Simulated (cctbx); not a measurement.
# Which space group?

Cell: a = 10.8380 Å, b = 3.7290 Å, c = 10.4360 Å, α = 90.00°, β = 90.00°, γ = 90.00°. Expected content of the cell: Bi4 Pb4 Cu4 S4 O8.

Simulated single-crystal data (cctbx): Mo Kα, λ = 0.71073 Å, to d = 0.84 Å, 70 % of the full sphere, strongest reflection 70000 counts, noise from counting, a 2 % proportional error and a noise floor of 15 counts (s.d.); no absorption.

Tests on the unmerged data give:

```text
2072 reflections to d = 0.841 A
centring   violations  <I/sigma> of those
    A        866 of  1034     24.1
    B        858 of  1057     20.5
    C        876 of  1039     24.6
    I        873 of  1028     24.6
    R       1185 of  1393     24.5
    F       1300 of  1565     23.1
Laue class    unique    Rint  (classes that these axes allow; Friedel mates merged)
P -1             1342   0.016
P 1 2/m 1         835   0.017
P 1 1 2/m         785   0.018
P 2/m 1 1         784   0.018
P m m m           485   0.019
space group    extra absences  I>4sigma  <I/sigma>
P 2 2 2                 0          0         -  acentric
P 2 2 21                9          0       0.3  acentric
P 21 2 2                8          0      -0.3  acentric
P 2 21 2                1          0      -0.9  acentric
P 21 21 2               9          0      -0.3  acentric
P 2 21 21              10          0       0.1  acentric
P 21 2 21              17          0       0.0  acentric
P 21 21 21             18          0      -0.0  acentric
P m m 2                 0          0         -  acentric
P 2 m m                 0          0         -  acentric
P m 2 m                 0          0         -  acentric
P 21 m a               68          0      -0.0  acentric
P m 2 a                68          0      -0.0  acentric
P n m 21               64          0      -0.1  acentric
P n 21 m               64          0      -0.1  acentric
P n 21 a              132          0      -0.0  acentric
P m m m                 0          0         -  centric
P m m a                68          0      -0.0  centric
P n m m :1             64          0      -0.1  centric
P n m m :2             64          0      -0.1  centric
P n m a               132          0      -0.0  centric
Wilson B = 1.23 A^2   <|E^2-1|> = 0.838 (0.968 centric, 0.736 acentric)   E^2>4: 1.5 %
shell (A)         n   <I/sigma>
10.84 - 1.68     73     42.9
 1.68 - 1.33     64     48.4
 1.33 - 1.17     60     46.8
 1.17 - 1.06     63     51.2
 1.06 - 0.98     52     47.2
 0.98 - 0.93     52     41.1
 0.93 - 0.88     61     43.8
 0.88 - 0.84     60     32.7
```

**Question.** What are the lattice type, the Laue class and the likely space group?

Every centring test has many violations, so the lattice is primitive.

Rint stays low (0.016 to 0.019) up to P m m m, the highest class in these axes.

21 settings pass the absence test. The most absences obeyed, 132, belong to P n 21 a and P n m a, which absences can't tell apart.

⟨|E²−1|⟩ = 0.838 lies between the two ideal values. The Wilson B of 1.23 Å² means U ≈ 0.0156 Å².

The true group is Pnma (no. 62), Laue class mmm, centrosymmetric. The tables only narrow the choice to the tied entries; cell content, site symmetry and trial solutions must settle it.

The model was made for the exercise: a known structure type with other elements put in, its volume estimated, not relaxed; displacement parameters are assumed.

[Logs are printed without paths, hosts, clocks, repeated set-up lines and the standing remarks that a program may print on its own settings, such as how far it seeks lower states.]
